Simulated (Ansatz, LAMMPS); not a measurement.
# Charge trapping in amorphous TiO2 (84 atoms)

Does an extra electron or hole in amorphous TiO2 (84 atoms) stay spread out, or do the atoms trap it?

Program: Ansatz 0.2.0. Level of theory: Kohn-Sham DFT, LDA, PAW (set soft_2), plane waves. Values are calculated unless marked as measured.

## Step 1: Set-up

The cell holds 84 atoms: 28 Ti and 56 O. Cell: a = 10.458 Å, b = 10.458 Å, c = 10.458 Å, α = 90.0°, β = 90.0°, γ = 90.0°. 84 atoms (28 Ti, 56 O) placed at random at 3.55 g/cm³, melted at 5000 K for 10 ps at fixed volume with the Morse and Coulomb pair potential with partial charges (Pedone, Malavasi, Menziani, Cormack and Segre, J. Phys. Chem. B 110, 11780 (2006)). Quenched from 5000 K to 300 K at 10 K/ps and fixed volume, held 10 ps at zero pressure.

Limits known from the start: The quench rate of 10 K/ps is orders of magnitude faster than experiment, which tends to freeze in extra defects. The starting topology of bonds comes from the classical model, and needn't be the one that DFT or experiment would give. Only the Γ point is sampled, in a cell whose shortest periodic width is 10 Å.

## Step 2: Single point at the start

A single point comes first, to see the forces before anything moves.

The input, input.yaml:

```yaml
crystal:
  lattice:
    - [10.45772, 0.0, 0.0]
    - [0.0, 10.45772, 0.0]
    - [0.0, 0.0, 10.45772]
  atoms:
    - { symbol: Ti, position: [0.18152, 0.85292, 0.36673] }
    - { symbol: Ti, position: [0.39905, 0.20333, 0.51853] }
    - { symbol: Ti, position: [0.39555, 0.06116, 0.20822] }
    - { symbol: Ti, position: [0.64907, 0.94877, 0.9627] }
    - { symbol: Ti, position: [0.80441, 0.26299, 0.24014] }
    - { symbol: Ti, position: [0.04387, 0.70808, 0.74034] }
    - { symbol: Ti, position: [0.07916, 0.5936, 0.17082] }
    - { symbol: Ti, position: [0.08079, 0.1255, 0.51742] }
    - { symbol: Ti, position: [0.88162, 0.41809, 0.80617] }
    - { symbol: Ti, position: [0.26162, 0.34792, 0.28988] }
    - { symbol: Ti, position: [0.1076, 0.91155, 0.98653] }
    - { symbol: Ti, position: [0.31999, 0.46015, 0.90966] }
    - { symbol: Ti, position: [0.27374, 0.50786, 0.57715] }
    - { symbol: Ti, position: [0.07898, 0.25581, 0.01686] }
    - { symbol: Ti, position: [0.47727, 0.64742, 0.36399] }
    - { symbol: Ti, position: [0.7806, 0.67964, 0.02213] }
    - { symbol: Ti, position: [0.61369, 0.25975, 0.85655] }
    - { symbol: Ti, position: [0.58186, 0.94824, 0.43837] }
    - { symbol: Ti, position: [0.9747, 0.43488, 0.47929] }
    - { symbol: Ti, position: [0.54543, 0.44532, 0.11794] }
    - { symbol: Ti, position: [0.31523, 0.13257, 0.88597] }
    - { symbol: Ti, position: [0.38918, 0.74198, 0.04976] }
    - { symbol: Ti, position: [0.86112, 0.73204, 0.47748] }
    - { symbol: Ti, position: [0.86521, 0.93491, 0.20774] }
    - { symbol: Ti, position: [0.78645, 0.04519, 0.67247] }
    - { symbol: Ti, position: [0.63144, 0.66415, 0.71595] }
    - { symbol: Ti, position: [0.33463, 0.84226, 0.67456] }
    - { symbol: Ti, position: [0.65859, 0.41488, 0.50228] }
    - { symbol: O, position: [0.71886, 0.97899, 0.53628] }
    - { symbol: O, position: [0.7424, 0.70292, 0.59184] }
    - { symbol: O, position: [0.9285, 0.30196, 0.12861] }
    - { symbol: O, position: [0.98989, 0.31024, 0.87602] }
    - { symbol: O, position: [0.36993, 0.07977, 0.04576] }
    - { symbol: O, position: [0.63935, 0.12105, 0.97924] }
    - { symbol: O, position: [0.58778, 0.52304, 0.39362] }
    - { symbol: O, position: [0.54631, 0.01074, 0.27612] }
    - { symbol: O, position: [0.10676, 0.51397, 0.56908] }
    - { symbol: O, position: [0.13435, 0.4822, 0.29158] }
    - { symbol: O, position: [0.07795, 0.99207, 0.39758] }
    - { symbol: O, position: [0.72619, 0.66783, 0.86104] }
    - { symbol: O, position: [0.2183, 0.7229, 0.73742] }
    - { symbol: O, position: [0.45731, 0.19333, 0.80084] }
    - { symbol: O, position: [0.95908, 0.57299, 0.80961] }
    - { symbol: O, position: [0.35268, 0.18586, 0.32793] }
    - { symbol: O, position: [0.2998, 0.93726, 0.26918] }
    - { symbol: O, position: [0.11894, 0.72684, 0.27193] }
    - { symbol: O, position: [0.49332, 0.76821, 0.70532] }
    - { symbol: O, position: [0.31152, 0.97647, 0.79278] }
    - { symbol: O, position: [0.45993, 0.03249, 0.52676] }
    - { symbol: O, position: [0.92798, 0.63019, 0.09874] }
    - { symbol: O, position: [0.02284, 0.83333, 0.85965] }
    - { symbol: O, position: [0.79519, 0.34643, 0.39144] }
    - { symbol: O, position: [0.86411, 0.41898, 0.62193] }
    - { symbol: O, position: [0.30805, 0.37336, 0.47079] }
    - { symbol: O, position: [0.90476, 0.57881, 0.40064] }
    - { symbol: O, position: [0.12654, 0.08416, 0.9595] }
    - { symbol: O, position: [0.82704, 0.08645, 0.24493] }
    - { symbol: O, position: [0.24762, 0.29967, 0.91655] }
    - { symbol: O, position: [0.24081, 0.81581, 0.02423] }
    - { symbol: O, position: [0.5503, 0.28078, 0.50622] }
    - { symbol: O, position: [0.36148, 0.61555, 0.48105] }
    - { symbol: O, position: [0.98487, 0.76024, 0.59052] }
    - { symbol: O, position: [0.65044, 0.58885, 0.09868] }
    - { symbol: O, position: [0.41863, 0.68798, 0.21037] }
    - { symbol: O, position: [0.1801, 0.25157, 0.15836] }
    - { symbol: O, position: [0.49867, 0.37641, 0.96375] }
    - { symbol: O, position: [0.52588, 0.83964, 0.00049] }
    - { symbol: O, position: [0.23895, 0.15276, 0.58417] }
    - { symbol: O, position: [0.61017, 0.5013, 0.64936] }
    - { symbol: O, position: [0.95622, 0.07094, 0.62357] }
    - { symbol: O, position: [0.2597, 0.84656, 0.52036] }
    - { symbol: O, position: [0.72155, 0.19945, 0.72562] }
    - { symbol: O, position: [0.397, 0.60295, 0.9567] }
    - { symbol: O, position: [0.39494, 0.42386, 0.20223] }
    - { symbol: O, position: [0.16487, 0.51792, 0.03452] }
    - { symbol: O, position: [0.85617, 0.82339, 0.3305] }
    - { symbol: O, position: [0.76994, 0.85481, 0.07198] }
    - { symbol: O, position: [0.73334, 0.95285, 0.80864] }
    - { symbol: O, position: [0.65104, 0.32719, 0.17754] }
    - { symbol: O, position: [0.31486, 0.46657, 0.73411] }
    - { symbol: O, position: [0.00365, 0.93156, 0.11316] }
    - { symbol: O, position: [0.56193, 0.78437, 0.40192] }
    - { symbol: O, position: [0.73618, 0.38381, 0.88281] }
    - { symbol: O, position: [0.04563, 0.27806, 0.45542] }
kpoints:
  mp_grid: { grid: [1, 1, 1] }
hamiltonian:
  xc: lda
scf:
  occupations: { method: fixed }
output:
  forces: true
```

Launch:

```sh
$ ansatz run input.yaml --threads 4 --pin off --max-ram 8192MiB --backend cpu --events-out ev --progress --plain --runs-dir out
```

Standard output:

```text
[...]
Pseudopotentials: kind: paw
Pseudopotential: Ti, paw, valence charge 12, recommended cutoff 420 eV (normal), Ti.paw.azcp
Pseudopotential: O, paw, valence charge 6, recommended cutoff 420 eV (normal), O.paw.azcp
[...]
Crystal: 84 atoms, lattice volume = 1143.697 Å³
Basis set: ecut = 420 eV, 22335 PW (Γ)
Bands: 420, of which v1, the nominal top of the filled ones, is band 336 counted from 1 (335 counted from 0)
Symmetry: 1 space group operations
Space group: P1 (ITA 1), of the structure as read, at distance tolerance 1.0e-4 Å
k-points: 1
[...]
Initial density: superposition of atomic densities (neutral atoms: chi_scale 0, normalization atom), corrected by the library's trained network
Initial wavefunctions: pseudopotential atomic-orbital guess
[...]
SCF iter   1: F=—  HF=-99802.698982 eV  |F-HF|=—  |Δ(HF+E_count)|=         —  Δρ=1.94e-2  dr2=4.29e0  ethr=1.77e-3  ⟨swp⟩=4.0  Hψ=1287  notcnv=0  defer=80
preconditioner: auto → Resta (q_TF=auto, 2.497 Å⁻¹)  ε∞=6.9  [insulator: Δε(μ)=2.398 eV  Ē_g=9.573 eV  n_scr=304 (ndim 8)  ℏωp=23.2 eV  f_vac=0.121  ε∞_Penn≈6.9]
[...]
SCF iter  12: F=—  HF=-99801.828403 eV  |F-HF|=—  |Δ(HF+E_count)|=   3.99e-8  Δρ=4.92e-6  dr2=3.22e-7  ethr=1.56e-10  ⟨swp⟩=2.0  Hψ=524  notcnv=0  defer=77
SCF iter  13: F=-99801.828402 eV  HF=-99801.828402 eV  |F-HF|=6.23e-9  |Δ(HF+E_count)|=   2.45e-8  Δρ=1.59e-6  dr2=3.30e-8  ethr=1.49e-11  ⟨swp⟩=4.0  Hψ=1254  notcnv=0
SCF 1 converged in 13 iterations: F = -99801.828402 eV  dr2 = 3.30e-8
[...]
SCF converged after 13 iterations
Free energy (F): -99801.828402 eV
Harris-Foulkes:  -99801.828402 eV  (|F-HF|=6.23e-9)
Internal energy: -99801.828402 eV  (E = F + TS)
E sigma→0 (E₀):  -99801.828402 eV
Fermi energy:    4.808797 eV
--- Per-component energies (eV) ---
[...]
Σ components = -99801.828402   (vs F -99801.828402, Δ=0.00e0)
--- Forces (eV/Å), atoms counted from 1 ---
  atom   1  Ti     0.12719770     2.80457924     0.28604332
  atom   2  Ti    -2.01102216    -1.63261093    -1.57146515
  atom   3  Ti     0.12692564     0.15563618     2.81083112
  atom   4  Ti     1.74754625     1.39375691    -0.56502176
[...]
atom  84  O      0.02628435     0.08949093    -1.02050534
  max |Σ_I F_I| component: 7.53e-5 eV/Å
```

The job ended after 7.1 s (4 threads of Intel Xeon 6975P-C (Granite Rapids), shared host; peak memory 1.4 GiB).

Reading the cycles: dr2 is the Hartree energy of the density residual (eV), the measure of convergence; HF is the Harris–Foulkes estimate of the energy, which meets the free energy F at convergence.

The r.m.s. force at the start is 0.88 eV/Å.

## Step 3: Relaxation

The atoms are relaxed in the fixed cell, aiming at the force tolerance of the input.

The input, input.yaml:

```yaml
crystal:
  lattice:
    - [10.45772, 0.0, 0.0]
    - [0.0, 10.45772, 0.0]
    - [0.0, 0.0, 10.45772]
  atoms:
    [... the 84 atom lines of step 2 ...]
kpoints:
  mp_grid: { grid: [1, 1, 1] }
hamiltonian:
  xc: lda
scf:
  occupations: { method: fixed }
output:
  forces: true
relax:
  f_tol: 0.05
  max_steps: 120
```

Standard output:

```text
[...]
Crystal: 84 atoms, lattice volume = 1143.697 Å³
Basis set: ecut = 420 eV, 22335 PW (Γ)
Bands: 420, of which v1, the nominal top of the filled ones, is band 336 counted from 1 (335 counted from 0)
Symmetry: 1 space group operations
[...]
k-points: 1
[...]
SCF iter   1: F=—  HF=-99802.698982 eV  |F-HF|=—  |Δ(HF+E_count)|=         —  Δρ=1.94e-2  dr2=4.29e0  ethr=1.77e-3  ⟨swp⟩=4.0  Hψ=1287  notcnv=0  defer=80
[...]
SCF iter   7: F=—  HF=-99801.828405 eV  |F-HF|=—  |Δ(HF+E_count)|=   2.75e-5  Δρ=9.94e-5  dr2=1.69e-4  ethr=7.97e-8  ⟨swp⟩=2.0  Hψ=533  notcnv=0  defer=82
SCF iter   8: F=-99801.828371 eV  HF=-99801.828408 eV  |F-HF|=3.68e-5  |Δ(HF+E_count)|=   2.71e-6  Δρ=6.19e-5  dr2=5.43e-5  ethr=9.30e-9  ⟨swp⟩=2.0  Hψ=1280  notcnv=0
SCF 1 converged in 8 iterations: F = -99801.828371 eV  dr2 = 5.43e-5
[...]
relax step   1: F+E_penalty+E_count = -99801.82837079 eV  Δ(F+E_penalty+E_count) = +0.000e0 eV  max|allowed force component| = 2.811e0 eV/Å  Δτ_max = 0.0000 Å  (8 SCF iters, dr2 threshold 6.25e-5 eV, accepted)
[...]
relax step   2: F+E_penalty+E_count = -99805.24087097 eV  Δ(F+E_penalty+E_count) = -3.413e0 eV  max|allowed force component| = 1.336e0 eV/Å  Δτ_max = 0.1847 Å  (8 SCF iters, dr2 threshold 1.00e-4 eV, accepted)
[...]
relax step   3: F+E_penalty+E_count = -99806.49390162 eV  Δ(F+E_penalty+E_count) = -1.253e0 eV  max|allowed force component| = 5.079e-1 eV/Å  Δτ_max = 0.2000 Å  (7 SCF iters, dr2 threshold 1.00e-4 eV, accepted)
relax step   4: F+E_penalty+E_count = -99806.79263657 eV  Δ(F+E_penalty+E_count) = -2.987e-1 eV  max|allowed force component| = 1.860e-1 eV/Å  Δτ_max = 0.2000 Å  (8 SCF iters, dr2 threshold 3.73e-5 eV, accepted)
relax step   5: F+E_penalty+E_count = -99806.90960573 eV  Δ(F+E_penalty+E_count) = -1.170e-1 eV  max|allowed force component| = 1.792e-1 eV/Å  Δτ_max = 0.2000 Å  (9 SCF iters, dr2 threshold 4.64e-6 eV, accepted)
relax step   6: F+E_penalty+E_count = -99806.92901756 eV  Δ(F+E_penalty+E_count) = -1.941e-2 eV  max|allowed force component| = 2.032e-1 eV/Å  Δτ_max = 0.0899 Å  (9 SCF iters, dr2 threshold 4.31e-6 eV, accepted)
relax step   7: F+E_penalty+E_count = -99807.00746110 eV  Δ(F+E_penalty+E_count) = -7.844e-2 eV  max|allowed force component| = 3.172e-1 eV/Å  Δτ_max = 0.2000 Å  (8 SCF iters, dr2 threshold 3.83e-5 eV, accepted)
relax step   8: F+E_penalty+E_count = -99807.09925508 eV  Δ(F+E_penalty+E_count) = -9.179e-2 eV  max|allowed force component| = 3.670e-1 eV/Å  Δτ_max = 0.1941 Å  (7 SCF iters, dr2 threshold 1.00e-4 eV, accepted)
relax step   9: F+E_penalty+E_count = -99807.09225849 eV  Δ(F+E_penalty+E_count) = +6.997e-3 eV  max|allowed force component| = 7.180e-1 eV/Å  Δτ_max = 0.1950 Å  (7 SCF iters, dr2 threshold 1.00e-4 eV, rejected (line search))
relax step  10: F+E_penalty+E_count = -99807.21088307 eV  Δ(F+E_penalty+E_count) = -1.116e-1 eV  max|allowed force component| = 2.104e-1 eV/Å  Δτ_max = 0.0975 Å  (11 SCF iters, accepted)
relax step  11: F+E_penalty+E_count = -99807.29455493 eV  Δ(F+E_penalty+E_count) = -8.367e-2 eV  max|allowed force component| = 2.206e-1 eV/Å  Δτ_max = 0.0974 Å  (8 SCF iters, dr2 threshold 1.46e-5 eV, accepted)
relax step  12: F+E_penalty+E_count = -99807.39517566 eV  Δ(F+E_penalty+E_count) = -1.006e-1 eV  max|allowed force component| = 2.476e-1 eV/Å  Δτ_max = 0.1462 Å  (8 SCF iters, dr2 threshold 1.60e-5 eV, accepted)
relax step  13: F+E_penalty+E_count = -99807.39647432 eV  Δ(F+E_penalty+E_count) = -1.299e-3 eV  max|allowed force component| = 9.911e-1 eV/Å  Δτ_max = 0.1945 Å  (8 SCF iters, dr2 threshold 6.13e-5 eV, accepted)
relax step  14: F+E_penalty+E_count = -99807.58122472 eV  Δ(F+E_penalty+E_count) = -1.848e-1 eV  max|allowed force component| = 3.003e-1 eV/Å  Δτ_max = 0.2000 Å  (8 SCF iters, dr2 threshold 1.00e-4 eV, accepted)
relax step  15: F+E_penalty+E_count = -99807.66797884 eV  Δ(F+E_penalty+E_count) = -8.675e-2 eV  max|allowed force component| = 3.098e-1 eV/Å  Δτ_max = 0.2000 Å  (9 SCF iters, dr2 threshold 8.28e-6 eV, accepted)
relax step  16: F+E_penalty+E_count = -99807.70072512 eV  Δ(F+E_penalty+E_count) = -3.275e-2 eV  max|allowed force component| = 2.746e-1 eV/Å  Δτ_max = 0.1939 Å  (9 SCF iters, dr2 threshold 8.81e-6 eV, accepted)
relax step  17: F+E_penalty+E_count = -99807.74536226 eV  Δ(F+E_penalty+E_count) = -4.464e-2 eV  max|allowed force component| = 3.810e-1 eV/Å  Δτ_max = 0.2000 Å  (8 SCF iters, dr2 threshold 5.92e-5 eV, accepted)
relax step  18: F+E_penalty+E_count = -99807.79608524 eV  Δ(F+E_penalty+E_count) = -5.072e-2 eV  max|allowed force component| = 4.884e-1 eV/Å  Δτ_max = 0.0914 Å  (7 SCF iters, dr2 threshold 1.00e-4 eV, accepted)
relax step  19: F+E_penalty+E_count = -99807.81899839 eV  Δ(F+E_penalty+E_count) = -2.291e-2 eV  max|allowed force component| = 2.566e-1 eV/Å  Δτ_max = 0.2000 Å  (7 SCF iters, dr2 threshold 1.00e-4 eV, accepted)
relax step  20: F+E_penalty+E_count = -99807.85448636 eV  Δ(F+E_penalty+E_count) = -3.549e-2 eV  max|allowed force component| = 2.505e-1 eV/Å  Δτ_max = 0.2000 Å  (9 SCF iters, dr2 threshold 1.82e-5 eV, accepted)
relax step  21: F+E_penalty+E_count = -99807.93093072 eV  Δ(F+E_penalty+E_count) = -7.644e-2 eV  max|allowed force component| = 1.686e-1 eV/Å  Δτ_max = 0.2000 Å  (9 SCF iters, dr2 threshold 1.73e-5 eV, accepted)
relax step  22: F+E_penalty+E_count = -99807.97253783 eV  Δ(F+E_penalty+E_count) = -4.161e-2 eV  max|allowed force component| = 3.584e-1 eV/Å  Δτ_max = 0.1908 Å  (8 SCF iters, dr2 threshold 1.29e-5 eV, accepted)
relax step  23: F+E_penalty+E_count = -99808.08379444 eV  Δ(F+E_penalty+E_count) = -1.113e-1 eV  max|allowed force component| = 1.910e-1 eV/Å  Δτ_max = 0.2000 Å  (7 SCF iters, dr2 threshold 5.82e-5 eV, accepted)
relax step  24: F+E_penalty+E_count = -99808.16899220 eV  Δ(F+E_penalty+E_count) = -8.520e-2 eV  max|allowed force component| = 4.949e-1 eV/Å  Δτ_max = 0.1927 Å  (9 SCF iters, dr2 threshold 1.04e-5 eV, accepted)
relax step  25: F+E_penalty+E_count = -99808.26310272 eV  Δ(F+E_penalty+E_count) = -9.411e-2 eV  max|allowed force component| = 7.139e-1 eV/Å  Δτ_max = 0.1953 Å  (8 SCF iters, dr2 threshold 6.96e-5 eV, accepted)
relax step  26: F+E_penalty+E_count = -99808.40020962 eV  Δ(F+E_penalty+E_count) = -1.371e-1 eV  max|allowed force component| = 3.339e-1 eV/Å  Δτ_max = 0.2000 Å  (7 SCF iters, dr2 threshold 1.00e-4 eV, accepted)
relax step  27: F+E_penalty+E_count = -99808.48027703 eV  Δ(F+E_penalty+E_count) = -8.007e-2 eV  max|allowed force component| = 4.839e-1 eV/Å  Δτ_max = 0.1950 Å  (8 SCF iters, dr2 threshold 2.44e-5 eV, accepted)
relax step  28: F+E_penalty+E_count = -99808.56630723 eV  Δ(F+E_penalty+E_count) = -8.603e-2 eV  max|allowed force component| = 3.647e-1 eV/Å  Δτ_max = 0.2000 Å  (7 SCF iters, dr2 threshold 5.12e-5 eV, accepted)
relax step  29: F+E_penalty+E_count = -99808.67622809 eV  Δ(F+E_penalty+E_count) = -1.099e-1 eV  max|allowed force component| = 4.375e-1 eV/Å  Δτ_max = 0.1950 Å  (7 SCF iters, dr2 threshold 7.56e-5 eV, accepted)
relax step  30: F+E_penalty+E_count = -99808.75946999 eV  Δ(F+E_penalty+E_count) = -8.324e-2 eV  max|allowed force component| = 2.907e-1 eV/Å  Δτ_max = 0.1924 Å  (7 SCF iters, dr2 threshold 1.00e-4 eV, accepted)
relax step  31: F+E_penalty+E_count = -99808.77474394 eV  Δ(F+E_penalty+E_count) = -1.527e-2 eV  max|allowed force component| = 4.719e-1 eV/Å  Δτ_max = 0.0498 Å  (7 SCF iters, dr2 threshold 3.73e-5 eV, accepted)
relax step  32: F+E_penalty+E_count = -99808.77941703 eV  Δ(F+E_penalty+E_count) = -4.673e-3 eV  max|allowed force component| = 3.058e-1 eV/Å  Δτ_max = 0.2000 Å  (7 SCF iters, dr2 threshold 9.84e-5 eV, accepted)
relax step  33: F+E_penalty+E_count = -99808.81382097 eV  Δ(F+E_penalty+E_count) = -3.440e-2 eV  max|allowed force component| = 1.378e-1 eV/Å  Δτ_max = 0.0699 Å  (7 SCF iters, dr2 threshold 3.93e-5 eV, accepted)
relax step  34: F+E_penalty+E_count = -99808.79272048 eV  Δ(F+E_penalty+E_count) = +2.110e-2 eV  max|allowed force component| = 2.740e-1 eV/Å  Δτ_max = 0.1471 Å  (9 SCF iters, dr2 threshold 3.86e-6 eV, rejected (line search))
relax step  35: F+E_penalty+E_count = -99808.81884359 eV  Δ(F+E_penalty+E_count) = -5.023e-3 eV  max|allowed force component| = 7.413e-2 eV/Å  Δτ_max = 0.0166 Å  (11 SCF iters, accepted)
relax step  36: F+E_penalty+E_count = -99808.82281980 eV  Δ(F+E_penalty+E_count) = -3.976e-3 eV  max|allowed force component| = 7.158e-2 eV/Å  Δτ_max = 0.1000 Å  (11 SCF iters, accepted)
[...]
relax step  37: F+E_penalty+E_count = -99808.82538546 eV  Δ(F+E_penalty+E_count) = -2.566e-3 eV  max|allowed force component| = 4.080e-2 eV/Å  Δτ_max = 0.0108 Å  (9 SCF iters, accepted)
SCF converged after 9 iterations
Free energy (F): -99808.825385 eV
[...]
Internal energy: -99808.825385 eV  (E = F + TS)
E sigma→0 (E₀):  -99808.825385 eV
Fermi energy:    4.747031 eV
[...]
Σ components = -99808.825385   (vs F -99808.825385, Δ=0.00e0)
--- Forces (eV/Å), atoms counted from 1 ---
  atom   1  Ti     0.01922897     0.03167504     0.01787226
  atom   2  Ti    -0.00486005    -0.01328394     0.00670828
  atom   3  Ti     0.00148898     0.01029097    -0.00214752
  atom   4  Ti     0.00449391     0.00804681    -0.00925760
[...]
atom  84  O      0.00768470    -0.00079914     0.00132563
  max |Σ_I F_I| component: 1.18e-4 eV/Å
--- Relaxed structure (37 steps of the walk, 35 accepted, 0 SCFs on fresh bases) ---
  F+E_penalty+E_count = -99808.82538546 eV   max|allowed force component| = 4.080e-2 eV/Å
  atoms:
    - { symbol: Ti, position: [0.178358, 0.885244, 0.377701] }
    - { symbol: Ti, position: [0.371262, 0.205433, 0.548540] }
    - { symbol: Ti, position: [0.354596, 0.107271, 0.215444] }
    - { symbol: Ti, position: [0.652957, 0.884108, 0.916920] }
[...]
- { symbol: O, position: [0.042099, 0.285910, 0.459780] }
```

Wall time 2.6 min (4 threads); peak memory 1.5 GiB.

The relaxation converged after 37 steps, 7.00 eV below its start, with a largest force component of 0.041 eV/Å.

[end of part 1 of 4]

[Long decimals in the printed logs are rounded to 6 places.]

[Logs are printed without paths, hosts, clocks, repeated set-up lines and the standing remarks that a program may print on its own settings, such as how far it seeks lower states.]

[Hosts, paths, dates, database ids (printed as entryN), source tags and the programs' standing remarks are cut or masked in the printed files.]
